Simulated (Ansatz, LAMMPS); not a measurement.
## Structural relaxation of amorphous 88HfO2-12Y2O3 (mol %) (81 atoms)

How does amorphous 88HfO2-12Y2O3 (mol %) (81 atoms) relax, and what do bonds, charges and levels look like afterwards?

Main program and level: Ansatz 0.2.0; Kohn-Sham DFT, PBE, PAW (set soft_2), plane waves.

## Step 1: Starting point

The cell holds 81 atoms: 22 Hf, 6 Y and 53 O. Cell: a = 10.474 Å, b = 10.474 Å, c = 10.474 Å, α = 90.0°, β = 90.0°, γ = 90.0°. 81 atoms (22 Zr, 6 Er, 53 O) placed at random at 5.58 g/cm³, melted at 5000 K for 10 ps at fixed volume with the Morse and Coulomb pair potential with partial charges (Pedone, Malavasi, Menziani, Cormack and Segre, J. Phys. Chem. B 110, 11780 (2006)). Quenched from 5000 K to 300 K at 50 K/ps and fixed volume, held 5 ps, then minimised at fixed cell. Then Zr was replaced by Hf, Er was replaced by Y (the potential has no terms for the new elements, so the cell is a start for a DFT relaxation).

Structure file:

```xyz
81
Lattice="10.4744 0.0000 0.0000 0.0000 10.4744 0.0000 0.0000 0.0000 10.4744" Properties=species:S:1:pos:R:3 pbc="T T T"
Hf    2.2278    8.8679    5.4993
Hf    9.2549    7.4713    6.4439
Hf    0.4266    6.4664    3.5554
Hf    3.0264    3.8135    3.3880
Hf    5.4386    8.6831    6.4473
Hf    4.5422    6.8496    3.7345
Hf    7.0810    1.3931    5.6526
Hf    3.6657    1.6410    0.1966
Hf   10.0260    3.4777    2.2560
Hf    0.7661    9.9361    1.9029
Hf    3.6332    1.9491    6.5570
Hf    7.4758    6.4187    2.0569
Hf    9.6234    4.0512    6.1258
Hf    8.0715    9.3597    3.8952
Hf    6.0668    0.5896    8.9012
Hf    9.5844    5.5953    9.5590
Hf    5.5797    4.5115    9.6525
Hf    0.4777    1.3542    4.7256
Hf    4.9488    8.3306   10.3120
Hf    1.5016    3.6673    9.1708
Hf    8.7470    8.7598   10.4540
Hf    6.2703    4.7605    5.6997
Y     2.6106    6.7229    0.7310
Y     3.4944    5.7334    7.0287
Y     6.2455    3.2966    2.3634
Y     1.5812    9.9413    8.6409
Y     4.6164   10.1350    2.6733
Y     8.3245    2.3757    9.8783
O     4.1583    1.3497    8.5504
O     5.3794    4.6039    7.5895
O     6.5068    0.3613    3.8136
O     2.9436    8.6324    9.8662
O     6.3157    5.2222    3.6241
O     1.2694    4.6798    2.6291
O     7.3821    1.7119    7.7280
O    10.3093    4.4025    8.0382
O     0.1641    9.6205   10.3537
O     5.9387    2.4476   10.1482
O     0.3245    1.5015    2.5079
O     8.1996    2.7118    1.6895
O     0.5380    8.6169    6.7279
O     4.5691    6.3630    9.7075
O     0.0125    2.1333    6.5980
O     2.6543    3.6466    7.4115
O     5.4955    0.2932    6.5434
O     6.8660    7.9634    0.5573
O     4.2400    8.9461    4.6051
O     9.0759    6.7742    0.6841
O     8.9314    0.5615    4.8398
O     5.4662    6.7470    5.7123
O     2.3301    7.1155    4.3521
O    10.2458    3.7067    0.1401
O     3.8985    4.9266    4.9131
O     5.0635   10.4414    0.2864
O     5.7619    9.0045    8.4991
O     4.3020    8.0221    1.8681
O     7.7771    4.5339    9.3399
O     1.2123    9.9734    4.0479
O     2.4842    2.2734    4.7045
O     2.7107    0.2595    1.5773
O     2.4527    0.2034    6.5580
O     9.1072    7.4548    8.5967
O     9.0750    9.4552    2.0506
O     7.5397    8.8037    5.9592
O     1.2622    5.7091    9.7596
O     7.7965    3.3121    5.3755
O     9.4751    7.8562    4.3330
O     6.3741    5.0310    1.0200
O     9.1559    5.3717    2.8376
O     1.7545    1.6572    9.6822
O    10.3084    3.3039    4.3100
O     5.3226    2.6931    5.4726
O     4.1900    2.5031    2.1846
O     8.1208    5.6836    6.3615
O     6.6821    7.8850    3.3133
O     0.1243    5.8666    5.5879
O     3.7562    5.4682    2.3418
O     7.8784    0.0913    9.8501
O     1.0724    7.8037    2.0421
O     3.4598    7.9674    6.9288
O     3.4664    3.7027   10.1251
```

Before any run, some limits are plain. The quench rate of 50 K/ps far exceeds what a furnace or splat quench reaches, so expect more defects and frozen-in strain than in a real sample. The network of bonds at the start is that of the classical potential that made the cell. Only the Γ point is sampled in the main run, in a cell whose shortest periodic width is 10 Å. The levels lack spin–orbit coupling, which is large for the heavy elements here.

## Step 2: Making the structure

A classical potential supplies the starting structure, since it reaches far longer times than DFT.

This step: classical MD, Morse and Coulomb pair potential with partial charges (Pedone, Malavasi, Menziani, Cormack and Segre, J. Phys. Chem. B 110, 11780 (2006)) (LAMMPS 22 Jul 2025 - Update 4).

in.lmp reads:

```
# melt-quench of Zr22Er6O53
units metal
atom_style charge
boundary p p p
region box block 0 10.4744 0 10.4744 0 10.4744
create_box 3 box
mass 1 91.2240   # Zr
mass 2 167.2590   # Er
mass 3 15.9990   # O
create_atoms 1 random 22 37863 NULL overlap 1.5 maxtry 2000
create_atoms 2 random 6 37870 NULL overlap 1.5 maxtry 2000
create_atoms 3 random 53 37877 NULL overlap 1.5 maxtry 2000
pair_style hybrid/overlay pedone 5.5 coul/long 8.0
pair_coeff * * coul/long
pair_coeff 1 3 pedone 0.206237 2.479675 2.436997 1   # Zr-O
pair_coeff 2 3 pedone 0.040448 2.294078 2.837722 3   # Er-O
pair_coeff 3 3 pedone 0.042395 1.379316 3.618701 22   # O-O
set type 1 charge 2.4
set type 2 charge 1.8
set type 3 charge -1.2
kspace_style pppm 1.0e-4
neigh_modify delay 0 every 1 check yes
thermo_style custom step time temp pe press density
thermo_modify norm yes
timestep 0.002
thermo 100
min_style cg
minimize 1e-4 1e-4 200 2000
reset_timestep 0
velocity all create 5000 37864 mom yes dist gaussian
fix lim all nve/limit 0.05
fix lan all langevin 5000 5000 0.2 37865 zero yes
thermo 500
run 1000 post no
# [... 10 lines left out ...]
thermo 1250
fix md all nvt temp 300 300 0.2
run 2500 post no
unfix md
thermo 100
min_style cg
minimize 0 1e-3 2000 20000
write_dump all custom glass.dump id type xs ys zs modify sort id
```

On the command line:

```bash
> lmp -in in.lmp -log none -nocite
```

Numbers of over 12 decimals in the logs are rounded to 6 here.

The log of the run:

```text
LAMMPS (22 Jul 2025 - Update 4)
Created orthogonal box = (0 0 0) to (10.4744 10.4744 10.4744)
Created 22 atoms
Created 6 atoms
Created 53 atoms
PPPM initialization ...
  G vector (1/distance) = 0.38606631
  grid = 12 12 12
  estimated relative force accuracy = 5.2486317e-05
   Step          Time           Temp          PotEng         Press         Density
         0   0              0             -2.0395178      1084094.6      5.5753496
        77   0.154          0             -14.286064     -8875.5264      5.5753496
Loop time of 0.0592043 s on 1 MPI rank(s) for 77 steps with 81 atoms
Minimization stats:
  Stopping criterion = energy tolerance
  Energy initial, next-to-last, final =
      -2.0395178464645  -14.2848891012958  -14.2860639005523
  Force two-norm initial, final = 303.22271 2.4281202
  Iterations, force evaluations = 77 98
   Step          Time           Temp          PotEng         Press         Density
         0   0              5000          -14.286064      39181.43       5.5753496
       500   1              2926.529      -14.010789      21539.149      5.5753496
      1000   2              2391.2797     -13.976177      29986.726      5.5753496
Loop time of 0.282355 s on 1 MPI rank(s) for 1000 steps with 81 atoms
   Step          Time           Temp          PotEng         Press         Density
[... 2 lines left out ...]
      2499   4.998          4708.0605     -13.599718      52237.266      5.5753496
      3332   6.664          4756.2196     -13.526591      80380.328      5.5753496
      4165   8.33           5119.1835     -13.5393        53925.723      5.5753496
      4998   9.996          4170.4877     -13.550767      150806.83      5.5753496
      5831   11.662         4766.3661     -13.571083      80040.074      5.5753496
[... 1 line left out ...]
Loop time of 1.5204 s on 1 MPI rank(s) for 5000 steps with 81 atoms
   Step          Time           Temp          PotEng         Press         Density
[... 12 lines left out ...]
Loop time of 13.8301 s on 1 MPI rank(s) for 47000 steps with 81 atoms
   Step          Time           Temp          PotEng         Press         Density
[... 2 lines left out ...]
     55000   110            256.33374     -14.353382     -63414.419      5.5753496
     55500   111            236.51471     -14.357449     -65198.612      5.5753496
Loop time of 0.634557 s on 1 MPI rank(s) for 2500 steps with 81 atoms
   Step          Time           Temp          PotEng         Press         Density
     55500   111            236.51471     -14.357449     -65198.612      5.5753496
     55514   111.028        236.51471     -14.39295      -70881.381      5.5753496
Loop time of 0.0188517 s on 1 MPI rank(s) for 14 steps with 81 atoms
Minimization stats:
  Stopping criterion = linesearch alpha is zero
  Energy initial, next-to-last, final =
     -14.3574492041477  -14.3929499991676  -14.3929499991676
  Force two-norm initial, final = 10.645355 0.36125157
  Iterations, force evaluations = 14 61
```

It took 16 s on 1 thread of Intel Xeon 6975P-C (Granite Rapids), shared host; peak memory 0.075 GiB.

## Step 3: Single point at the start

A single point comes first, to see the forces before anything moves.

input.yaml reads:

```yaml
crystal:
  lattice:
    - [10.4744, 0.0, 0.0]
    - [0.0, 10.4744, 0.0]
    - [0.0, 0.0, 10.4744]
  atoms:
    - { symbol: Hf, position: [0.21269, 0.84663, 0.52502] }
    - { symbol: Hf, position: [0.88357, 0.71329, 0.6152] }
    - { symbol: Hf, position: [0.04073, 0.61735, 0.33944] }
    - { symbol: Hf, position: [0.28893, 0.36408, 0.32346] }
    [... 71 atom lines left out ...]
    - { symbol: O, position: [0.01187, 0.56009, 0.53348] }
    - { symbol: O, position: [0.35861, 0.52205, 0.22357] }
    - { symbol: O, position: [0.75216, 0.00872, 0.9404] }
    - { symbol: O, position: [0.10238, 0.74503, 0.19496] }
    - { symbol: O, position: [0.33031, 0.76065, 0.6615] }
    - { symbol: O, position: [0.33094, 0.3535, 0.96665] }
kpoints:
  mp_grid: { grid: [1, 1, 1] }
hamiltonian:
  xc: pbe
scf:
  occupations: { method: fermi_dirac, width: 0.025 }
output:
  forces: true
```

On the command line:

```bash
> ansatz run input.yaml --threads 4 --pin off --max-ram 8192MiB --backend cpu --events-out ev --progress --plain --runs-dir out
```

The log of the run:

```text
Engine: ansatz 0.2.0, x86_64-unknown-linux-gnu
Pseudopotentials: kind: paw
Pseudopotential: Hf, paw, valence charge 26, recommended cutoff 420 eV (normal), Hf.paw.azcp
Pseudopotential: Y, paw, valence charge 11, recommended cutoff 420 eV (normal), Y.paw.azcp
Pseudopotential: O, paw, valence charge 6, recommended cutoff 420 eV (normal), O.paw.azcp
Functional definition: PBE
  parameter kappa = 0.804
  parameter beta = 0.066725
  exchange = pbe_x(kappa = kappa, mu = beta*pi^2/3)
  correlation = pbe_c(beta = beta)
Crystal: 81 atoms, lattice volume = 1149.178 Å³
Basis set: ecut = 420 eV, 22575 PW (Γ), exchange–correlation on 144×144×144 points (8 copies of the dense FFT grid, shifted against one another)
Bands: 559, of which v1, the nominal top of the filled ones, is band 478 counted from 1 (477 counted from 0)
Symmetry: 1 space group operations
Space group: P1 (ITA 1), of the structure as read, at distance tolerance 1.0e-4 Å
k-points: 1
Non-local potential: Hf, projectors of the file, l = 0: 3, l = 1: 2, l = 2: 2, l = 3: 3
Non-local potential: Y, projectors of the file, l = 0: 3, l = 1: 2, l = 2: 2, l = 3: 1
Non-local potential: O, projectors of the file, l = 0: 2, l = 1: 2, l = 2: 1
PAW form: soft (Blöchl's): semilocal exchange-correlation on the pseudo side does not see the compensation charge
PAW one-centre angular grid: Hf, 590 points (default); XC on 64 Gauss nodes
PAW one-centre angular grid: Y, 590 points (default); XC on 64 Gauss nodes
PAW one-centre angular grid: O, 110 points (default); XC on 64 Gauss nodes
Initial density: superposition of atomic densities (neutral atoms: chi_scale 0, normalization atom), corrected by the library's trained network
Initial wavefunctions: pseudopotential atomic-orbital guess
Functional: x = pbe(κ = 0.804, μ = 0.219515), c = pbe(β = 0.066725)
SCF iter   1: F=—  HF=-399171.942131 eV  |F-HF|=—  |Δ(HF+E_count)|=         —  Δρ=3.58e-3  dr2=1.52e-1  ethr=1.77e-3  ⟨swp⟩=5.0  Hψ=1753  notcnv=0  defer=51
preconditioner: auto → Resta (q_TF=auto, 2.646 Å⁻¹)  ε∞=4.8  [insulator: Δε(μ)=3.356 eV  Ē_g=16.836 eV  σ=0.025 eV  W_gap=1.00  n_scr=364 (ndim 8)  ℏωp=32.9 eV  f_vac=0.124  D(μ)=0.00/eV (n_scr^D=0)  ε∞_Penn≈4.8]
SCF iter   2: F=—  HF=-399171.933519 eV  |F-HF|=—  |Δ(HF+E_count)|=   8.61e-3  Δρ=1.80e-3  dr2=3.14e-2  ethr=1.59e-5  ⟨swp⟩=2.0  Hψ=1015  notcnv=0  defer=75
SCF iter   3: F=—  HF=-399171.935048 eV  |F-HF|=—  |Δ(HF+E_count)|=   1.53e-3  Δρ=8.18e-4  dr2=1.05e-2  ethr=3.28e-6  ⟨swp⟩=2.0  Hψ=799  notcnv=0  defer=70
automatic band count: iteration 3 solves 554 bands in place of 559: the levels show a gap, and the empty bands left out lie too high to hold charge; the band table lists the bands solved (type scf.n_extra_bands for more)
SCF iter   4: F=—  HF=-399171.936018 eV  |F-HF|=—  |Δ(HF+E_count)|=   9.70e-4  Δρ=2.38e-4  dr2=8.76e-4  ethr=1.10e-6  ⟨swp⟩=2.0  Hψ=869  notcnv=0  defer=70
SCF iter   5: F=—  HF=-399171.936186 eV  |F-HF|=—  |Δ(HF+E_count)|=   1.67e-4  Δρ=1.55e-4  dr2=3.08e-4  ethr=9.17e-8  ⟨swp⟩=2.0  Hψ=962  notcnv=0  defer=70
SCF iter   6: F=—  HF=-399171.936326 eV  |F-HF|=—  |Δ(HF+E_count)|=   1.40e-4  Δρ=5.17e-5  dr2=3.69e-5  ethr=3.22e-8  ⟨swp⟩=3.0  Hψ=944  notcnv=0  defer=70
SCF iter   7: F=—  HF=-399171.938227 eV  |F-HF|=—  |Δ(HF+E_count)|=   1.90e-3  Δρ=3.68e-5  dr2=1.74e-5  ethr=3.86e-9  ⟨swp⟩=3.0  Hψ=1029  notcnv=0  defer=70
SCF iter   8: F=—  HF=-399171.938234 eV  |F-HF|=—  |Δ(HF+E_count)|=   7.45e-6  Δρ=1.27e-5  dr2=2.69e-6  ethr=1.82e-9  ⟨swp⟩=3.0  Hψ=840  notcnv=0  defer=70
SCF iter   9: F=—  HF=-399171.938237 eV  |F-HF|=—  |Δ(HF+E_count)|=   2.85e-6  Δρ=6.70e-6  dr2=5.74e-7  ethr=2.81e-10  ⟨swp⟩=3.0  Hψ=964  notcnv=0  defer=70
SCF iter  10: F=—  HF=-399171.938237 eV  |F-HF|=—  |Δ(HF+E_count)|=   2.70e-7  Δρ=4.32e-6  dr2=2.29e-7  ethr=6.01e-11  ⟨swp⟩=3.0  Hψ=964  notcnv=0  defer=70
SCF iter  11: F=-399171.938238 eV  HF=-399171.938238 eV  |F-HF|=2.70e-8  |Δ(HF+E_count)|=   9.30e-8  Δρ=1.84e-6  dr2=4.90e-8  ethr=1.05e-11  ⟨swp⟩=4.0  Hψ=1825  notcnv=0
SCF 1 converged in 11 iterations: F = -399171.938238 eV  dr2 = 4.90e-8
  greatest PAW one-centre occupation: 0.999 electrons in one spin orbital (limit 2), on the Hf atom at site 0 (counted from 0), in its partial waves of l = 0
SCF converged after 11 iterations
Free energy (F): -399171.938238 eV
Harris-Foulkes:  -399171.938238 eV  (|F-HF|=2.70e-8)
Internal energy: -399171.938238 eV  (E = F + TS)
E sigma→0 (E₀):  -399171.938238 eV
Fermi energy:    12.343331 eV
--- Per-component energies (eV) ---
  E_band       = -3634.781246
  E_kinetic    = 20253.058712
  E_local      = -173729.102532  (includes V_loc(G=0)·N_el)
  E_nonlocal   = -24520.845661
  E_hartree    = 78591.477212
  E_xc         = -11522.411477
  E_vxc        = -12000.787076  (∫ρ·V_xc dr)
  E_paw        = -177702.855055  (= ΣΔE_a)
  E_vpaw       = 29179.813056  (= ΣTr[D̂ρ^β])
  E_aug_tail   = 0.130008  (compensation charges beyond the density's cutoff)
  E_ewald      = -110541.389444
  E_smearing   = -0.000000  (= −TS)
  E_closure    = 0.000000  (closes the sum)
  Σ components = -399171.938238   (vs F -399171.938238, Δ=0.00e0)
--- Forces (eV/Å), atoms counted from 1 ---
  atom   1  Hf    -0.79591878    -0.34261562     0.07453941
  atom   2  Hf    -0.15380361    -0.19122243    -0.64404554
  atom   3  Hf    -0.46165874     0.62526315     0.59608477
  atom   4  Hf    -0.11902472     0.69162532     0.10424557
  atom   5  Hf     0.20506219     0.72067020     0.30890165
  atom   6  Hf    -0.53422308    -0.65186638    -0.18416286
  atom   7  Hf     0.12398739     0.13615752     0.91537419
  atom   8  Hf    -0.98266634     0.40562270    -0.75859578
  atom   9  Hf    -0.69806108    -1.01816205     0.29297785
  atom  10  Hf     0.38689921     0.28133436     0.31423596
  atom  11  Hf    -0.05388732    -0.11637798     0.00317521
  atom  12  Hf     0.06493534     0.09116272    -0.36158698
  atom  13  Hf     0.58846892    -0.50005780    -0.71684643
  atom  14  Hf     0.53178154     0.06377866    -0.34811728
[...]
atom  80  O      0.14736758     0.06107709     0.45084662
  atom  81  O      0.08465430     0.05752997     0.01046367
  max |Σ_I F_I| component: 5.65e-5 eV/Å
```

Wall time 9.3 s (4 threads of Intel Xeon 6975P-C (Granite Rapids), shared host); peak memory 2 GiB.

Numbers from this run:

| Item | Value |
| --- | --- |
| free energy | -399171.9382 eV |
| free energy per atom | -4928.0486 eV/atom |
| SCF cycles | 11 |
| r.m.s. force component | 0.4019 eV/Å |
| longest force | 2.292 eV/Å |
| Fermi energy | 12.34 eV |

The r.m.s. force component of 0.40 eV/Å sets the starting point.

Neighbours are counted within 2.82 Å (O-Hf), 3.00 Å (O-Y).

Length of the force by element and coordination:

| element | coordination | atoms | mean length of the force (eV/Å) | spread | least | most |
| --- | --- | --- | --- | --- | --- | --- |
| Hf | all | 22 | 0.970 | 0.471 | 0.128 | 2.29 |
| Hf | 5 | 1 | 0.710 | 0 | 0.710 | 0.710 |
| Hf | 6 | 17 | 0.884 | 0.405 | 0.128 | 1.84 |
| Hf | 7 | 3 | 1.58 | 0.505 | 1.15 | 2.29 |
| Hf | 8 | 1 | 0.863 | 0 | 0.863 | 0.863 |
| O | all | 53 | 0.383 | 0.194 | 0.0132 | 0.908 |
| O | 2 | 1 | 0.908 | 0 | 0.908 | 0.908 |
| O | 3 | 41 | 0.364 | 0.180 | 0.0132 | 0.884 |
| O | 4 | 10 | 0.373 | 0.160 | 0.195 | 0.714 |
| O | 5 | 1 | 0.718 | 0 | 0.718 | 0.718 |
| Y | all | 6 | 0.776 | 0.216 | 0.431 | 1.04 |
| Y | 5 | 2 | 0.848 | 0.0264 | 0.822 | 0.875 |
| Y | 6 | 4 | 0.739 | 0.256 | 0.431 | 1.04 |

(Part 1 of 4 ends here.)

[Logs are printed without paths, hosts, clocks, repeated set-up lines and the standing remarks that a program may print on its own settings, such as how far it seeks lower states.]

[Hosts, paths, dates, database ids (printed as entryN), source tags and the programs' standing remarks are cut or masked in the printed files.]
